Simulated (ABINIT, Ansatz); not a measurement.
## RbAsF6 (R-3): G0W0 with ABINIT, start to end

How does a plane-wave GW calculation on RbAsF6 (R-3) run from the first input to the gap?

Calculated with ABINIT 10.8.3; PBEsol and many-body steps on it, plane waves.

## 1. The starting structure

Symmetry: R-3, No. 148, trigonal system. The conventional cell has a = 7.435 Å, b = 7.435 Å, c = 7.428 Å, α = 90.00°, β = 90.00°, γ = 120.00°. Nearest to Rb lie 12 F at 2.94 to 3.05 Å. Nearest to As lie 6 F at 1.75 Å. Nearest to F lie 1 As at 1.75 Å and 2 Rb at 2.94 to 3.05 Å. Farther neighbours and most contacts between anions are not listed.

Coordinates:

```cif
data_structure
_symmetry_space_group_name_H-M 'R-3:H'
_symmetry_Int_Tables_number 148
_cell_length_a 7.4349
_cell_length_b 7.4349
_cell_length_c 7.4276
_cell_angle_alpha 90.000
_cell_angle_beta 90.000
_cell_angle_gamma 120.000
_cell_volume 355.58
loop_
_atom_site_label
_atom_site_type_symbol
_atom_site_symmetry_multiplicity
_atom_site_Wyckoff_symbol
_atom_site_fract_x
_atom_site_fract_y
_atom_site_fract_z
_atom_site_occupancy
Rb1 Rb 3 b 0.00000 0.00000 0.50000 1
As1 As 3 a 0.00000 0.00000 0.00000 1
F1 F 18 f 0.54774 0.73007 0.52968 1
```

The cell and positions are those that the Materials Project relaxed with its own functionals (PBE, PBE+U or r2SCAN), kept fixed.

## 2. Ground state

This step: ABINIT 10.8.3; DFT, PBEsol, plane waves, norm-conserving pseudopotentials.

The ground-state density comes first.

run.abi

```
acell 3*1.0 Angstrom
rprim 
  3.717458802479 2.146275840312 2.475880428600
  -3.717458802479 2.146275840312 2.475880428600
  0.000000000000 -4.292551680625 2.475880428600
ntypat 3
znucl 37 33 9
natom 8
typat 1 2 3 3 3 3 3 3
xred 
  0.500000000000 0.500000000000 0.500000000000
  0.000000000000 0.000000000000 0.000000000000
  0.077414800000 0.712012140000 0.799611640000
  0.799611640000 0.077414800000 0.712012140000
  0.287987860000 0.200388360000 0.922585200000
  0.200388360000 0.922585200000 0.287987860000
  0.922585200000 0.287987860000 0.200388360000
  0.712012140000 0.799611640000 0.077414800000
pp_dirpath "pseudos"
pseudos "Rb.upf, As.upf, F.upf"
ecut 44
ngkpt 4 4 4
nshiftk 1
shiftk 0 0 0
kptopt 1
chksymbreak 0
nband 45
occopt 1
tolvrs 1e-10
nstep 60
prtwf 0
optforces 0
optstress 0
indata_prefix "in"
outdata_prefix "out"
tmpdata_prefix "tmp"
```

On the command line:

```
$ OMP_NUM_THREADS=1 mpirun -n 4 abinit run.abi > log
```

Numbers of over 12 decimals in the logs are rounded to 6 here.

Log:

```text
.Version 10.8.3 of ABINIT. v10.8.2 released Aug 2026.

 Symmetries : space group R-3 (#148); Bravais hR (rhombohedral)
================================================================================
 Values of the parameters that define the memory need of the present run
     intxc =       0    ionmov =       0      iscf =       7    lmnmax =       6
     lnmax =       6     mgfft =      60  mpssoang =       3    mqgrid =    3001
     natom =       8  nloc_mem =       1    nspden =       1   nspinor =       1
    nsppol =       1      nsym =       6    n1xccc =    2501    ntypat =       3
    occopt =       1   xclevel =       2
-    mband =          45        mffmem =           1         mkmem =           4
       mpw =       11198          nfft =      216000          nkpt =          14
================================================================================
  Rough estimation (10% accuracy) of disk space for files :
================================================================================

--------------------------------------------------------------------------------
------------- Echo of variables that govern the present computation ------------
--------------------------------------------------------------------------------
 -outvars: echo values of preprocessed input variables --------
            acell      1.8897261259E+00  1.8897261259E+00  1.8897261259E+00 Bohr

      chksymbreak           0
             ecut      4.40000000E+01 Hartree
-          fftalg         312

              ixc     -116133
              kpt      0.00000000E+00  0.00000000E+00  0.00000000E+00
                       2.50000000E-01  0.00000000E+00  0.00000000E+00
                       5.00000000E-01  0.00000000E+00  0.00000000E+00
                       2.50000000E-01  2.50000000E-01  0.00000000E+00
                       5.00000000E-01  2.50000000E-01  0.00000000E+00
                      -2.50000000E-01  2.50000000E-01  0.00000000E+00
                       2.50000000E-01  5.00000000E-01  0.00000000E+00
                       5.00000000E-01  5.00000000E-01  0.00000000E+00
                       2.50000000E-01  2.50000000E-01  2.50000000E-01
                       5.00000000E-01  2.50000000E-01  2.50000000E-01
                      -2.50000000E-01  2.50000000E-01  2.50000000E-01
[...]
kptrlatt        4    0    0      0    4    0      0    0    4
          kptrlen      3.74573913E+01
P           mkmem           4
            natom           8
            nband          45
            ngfft          60      60      60
             nkpt          14
            nstep          60
             nsym           6
           ntypat           3
              occ      2.000000  2.000000  2.000000  2.000000  2.000000  2.000000
                       2.000000  2.000000  2.000000  2.000000  2.000000  2.000000
                       2.000000  2.000000  2.000000  2.000000  2.000000  2.000000
                       2.000000  2.000000  2.000000  2.000000  2.000000  2.000000
                       2.000000  2.000000  2.000000  2.000000  2.000000  2.000000
                       2.000000  2.000000  2.000000  2.000000  2.000000  2.000000
                       2.000000  0.000000  0.000000  0.000000  0.000000  0.000000
[...]
optforces           0
        optstress           0
            prtwf           0
            rprim      3.7174588025E+00  2.1462758403E+00  2.4758804286E+00
[...]
spgroup         148

           tolvrs      1.00000000E-10

             xred      5.0000000000E-01  5.0000000000E-01  5.0000000000E-01
[...]
znucl       37.00000   33.00000    9.00000

================================================================================

 chkinp: Checking input parameters for consistency.

================================================================================
== DATASET  1 ==================================================================
-   mpi_nproc: 4, omp_nthreads: 1 (-1 if OMP is not activated)

--- !DatasetInfo
iteration_state: {dtset: 1, }
dimensions: {natom: 8, nkpt: 14, mband: 45, nsppol: 1, nspinor: 1, nspden: 1, mpw: 11198, }
cutoff_energies: {ecut:  44.0, pawecutdg:  -1.0, }
electrons: {nelect:   7.40000000E+01, charge:   0.00000000E+00, occopt:   1.00000000E+00, tsmear:   1.00000000E-02, }

 Real(R)+Recip(G) space primitive vectors, cartesian coordinates (Bohr,Bohr^-1):
 R(1)=  7.0249790  4.0558735  4.6787359  G(1)=  0.0711746  0.0410927  0.0712443
 R(2)= -7.0249790  4.0558735  4.6787359  G(2)= -0.0711746  0.0410927  0.0712443
 R(3)=  0.0000000 -8.1117471  4.6787359  G(3)=  0.0000000 -0.0821853  0.0712443
 Unit cell volume ucvol=  7.9985124E+02 bohr^3
 Angles (23,13,12)=  9.72125476E+01  9.72125476E+01  9.72125476E+01 degrees

 getcut: wavevector=  0.0000  0.0000  0.0000  ngfft=  60  60  60
         ecut(hartree)=     44.000   => boxcut(ratio)=   2.14592

--- Pseudopotential description ------------------------------------------------
- Rb Generated using ONCVPSP code by D. R. Hamann
- 37.00000   9.00000  180301                  znucl, zion, pspdat
12 -116133 2 -1 2280                          pspcod,pspxc,lmax,lloc,mmax
     nproj     2     2     2
  pspatm : epsatm=   34.48401057
         --- l  ekb(1:nproj) -->
[...]
- F Generated using ONCVPSP code by D. R. Hamann
-  9.00000   7.00000  180301                  znucl, zion, pspdat
12 -116133 2 -1 832                           pspcod,pspxc,lmax,lloc,mmax
     nproj     2     2     1
  pspatm : epsatm=    4.89824381
         --- l  ekb(1:nproj) -->
[...]
2   -2.394754
 pspatm: atomic psp has been read  and splines computed

   6.53892201E+03                                ecore*ucvol(ha*bohr**3)
--------------------------------------------------------------------------------

_setup2: Arith. and geom. avg. npw (full set) are   11147.078   11147.052

================================================================================

--- !BeginCycle
iteration_state: {dtset: 1, }
solver: {iscf: 7, nstep: 60, nline: 4, wfoptalg: 0, }
tolerances: {tolvrs: 1.00E-10, }

     iter   Etot(hartree)      deltaE(h)  residm     vres2
 ETOT  1  -475.94939931068    -4.759E+02 1.216E+00 2.769E+03
 ETOT  2  -479.53517313865    -3.586E+00 2.638E-02 1.211E+03
 ETOT  3  -479.69270326689    -1.575E-01 4.569E-03 1.132E+02
 ETOT  4  -479.69711633049    -4.413E-03 7.100E-03 6.648E+01
 ETOT  5  -479.69899375805    -1.877E-03 2.194E-03 4.727E+00
 ETOT  6  -479.69934366125    -3.499E-04 2.786E-03 6.615E-01
 ETOT  7  -479.69935848238    -1.482E-05 1.662E-03 1.085E-01
 ETOT  8  -479.69936282617    -4.344E-06 1.849E-03 1.046E-03
 ETOT  9  -479.69936287291    -4.674E-08 1.444E-03 4.445E-04
 ETOT 10  -479.69936289385    -2.093E-08 9.799E-04 3.831E-06
 ETOT 11  -479.69936289412    -2.748E-10 4.824E-04 3.875E-08
 ETOT 12  -479.69936289414    -2.103E-11 2.693E-04 5.280E-09
 ETOT 13  -479.69936289414     3.411E-13 2.524E-04 7.206E-11

 At SCF step   13       vres2   =  7.21E-11 < tolvrs=  1.00E-10 =>converged.

--- !ResultsGS
iteration_state: {dtset: 1, }
comment   : Summary of ground state results
lattice_vectors:
- [  7.0249790,   4.0558735,   4.6787359, ]
- [ -7.0249790,   4.0558735,   4.6787359, ]
- [  0.0000000,  -8.1117471,   4.6787359, ]
lattice_lengths: [   9.36435,    9.36435,    9.36435, ]
lattice_angles: [ 97.213,  97.213,  97.213, ] # degrees, (23, 13, 12)
lattice_volume:   7.9985124E+02
convergence: {deltae:  3.411E-13, res2:  7.206E-11, residm:  2.524E-04, diffor:  0.000E+00, }
etotal    :  -4.79699363E+02
entropy   :   0.00000000E+00
fermie    :  -7.12883060E-02
cartesian_stress_tensor: null
pressure_GPa: null
xred      :
- [  5.0000E-01,   5.0000E-01,   5.0000E-01, Rb]
- [  0.0000E+00,   0.0000E+00,   0.0000E+00, As]
- [  7.7415E-02,   7.1201E-01,   7.9961E-01,  F]
- [  7.9961E-01,   7.7415E-02,   7.1201E-01,  F]
- [  2.8799E-01,   2.0039E-01,   9.2259E-01,  F]
- [  2.0039E-01,   9.2259E-01,   2.8799E-01,  F]
- [  9.2259E-01,   2.8799E-01,   2.0039E-01,  F]
- [  7.1201E-01,   7.9961E-01,   7.7415E-02,  F]
cartesian_forces: null
force_length_stats: {min: null, max: null, mean: null, }

 Integrated electronic density in atomic spheres:
 ------------------------------------------------
 Atom  Sphere_radius  Integrated_density
[...]
================================================================================

 ----iterations are completed or convergence reached----

 Mean square residual over all n,k,spin=   10.982E-07; max=  25.242E-05
 reduced coordinates (array xred) for    8 atoms
[...]
0.799611640000      0.077414800000      0.712012140000
       0.287987860000      0.200388360000      0.922585200000
       0.200388360000      0.922585200000      0.287987860000
       0.922585200000      0.287987860000      0.200388360000
       0.712012140000      0.799611640000      0.077414800000
 rms dE/dt=  0.0000E+00; max dE/dt=  0.0000E+00; dE/dt below (all hartree)
    1       0.000000000000      0.000000000000      0.000000000000
    2       0.000000000000      0.000000000000      0.000000000000
    3       0.000000000000      0.000000000000      0.000000000000
    4       0.000000000000      0.000000000000      0.000000000000
    5       0.000000000000      0.000000000000      0.000000000000
    6       0.000000000000      0.000000000000      0.000000000000
    7       0.000000000000      0.000000000000      0.000000000000
    8       0.000000000000      0.000000000000      0.000000000000

 cartesian coordinates (angstrom) at end:
    1     -0.000000    -5e-13     3.713821
    2      0.000000     0.000000     0.000000
    3     -2.359089    -1.738046     3.934270
    4      2.684737    -1.174008     3.934270
    5      0.325648    -2.912055     3.493372
    6     -2.684737     1.174008     3.493372
    7      2.359089     1.738046     3.493372
    8     -0.325648     2.912055     3.934270
 length scales=  1.889726125908  1.889726125908  1.889726125908 bohr
              =  1.000000000000  1.000000000000  1.000000000000 angstroms
 prteigrs : about to open file out_EIG
 Fermi (or HOMO) energy (hartree) =  -0.07129   Average Vxc (hartree)=  -0.34090
 Eigenvalues (hartree) for nkpt=  14  k points:
 kpt#   1, nband= 45, wtk=  0.01563, kpt=  0.0000  0.0000  0.0000 (reduced coord)
  -6.84708   -4.77026   -4.77018   -4.77018   -1.36351   -1.36351   -1.35825   -1.35802
  -1.35802   -0.89293   -0.86287   -0.82935   -0.82822   -0.82822   -0.79809   -0.79809
  -0.38108   -0.28617   -0.28617   -0.28410   -0.23610   -0.23237   -0.23237   -0.16633
  -0.16633   -0.15203   -0.13986   -0.13986   -0.10883   -0.10777   -0.10777   -0.10133
  -0.09161   -0.09161   -0.08392   -0.08392   -0.07129    0.13304    0.29945    0.35853
   0.35853    0.37077    0.37077    0.38314    0.41689
 prteigrs : prtvol=0 or 1, do not print more k-points.

--- !EnergyTerms
iteration_state     : {dtset: 1, }
comment             : Components of total free energy in Hartree
kinetic             :  2.40756410635675E+02
hartree             :  2.36332968866011E+02
xc                  : -6.70297400893308E+01
Ewald energy        : -1.83894476086572E+02
psp_core            :  8.17517271880331E+00
local_psp           : -6.20751561547795E+02
non_local_psp       : -9.32881373909346E+01
total_energy        : -4.79699362894143E+02
total_energy_eV     : -1.30532846456635E+04
band_energy         : -7.47038981418177E+01

== END DATASET(S) ==============================================================
================================================================================

 -outvars: echo values of variables after computation  --------
           etotal     -4.7969936289E+02
            nband          45
             nkpt          14
          spgroup         148
 [... the other variables as echoed above ...]

 Calculation completed.
```

Run time: 2 min. Hardware: 4 MPI ranks of Arm Neoverse V1, shared host; peak memory 0.54 GiB; 8.1 min of CPU time.

Numbers from this step:

| Item | Value |
| --- | --- |
| total energy | -13053.2846 eV |
| gap | 5.560 eV |
| k of the valence top | 0, 0, 0 |
| k of the conduction bottom | 0, 0, 0 |
| least direct gap | 5.560 eV |

The gap is direct, at Γ.

[end of part 1 of 3]

[Paths, hosts, dates, memory and timing lines, banners, echoed tables and standing remarks are left out of the program output.]

[Logs are printed without paths, hosts, clocks, repeated set-up lines and the standing remarks that a program may print on its own settings, such as how far it seeks lower states.]

[Runs of the session that timed out or met a known fault of the program may be left out.]

[Hosts, paths, dates, database ids (printed as entryN), source tags and the programs' standing remarks are cut or masked in the printed files.]

[G0W0 gaps are taken among the corrected bands and points alone; a level outside them can change the order at an edge.]

[Where Ansatz stands beside ABINIT at settings called matched, ABINIT's density can come from a denser mesh and the files from another edition; pairs whose starting gaps differed by over 0.03 eV were left out, so agreement reads better than it is.]
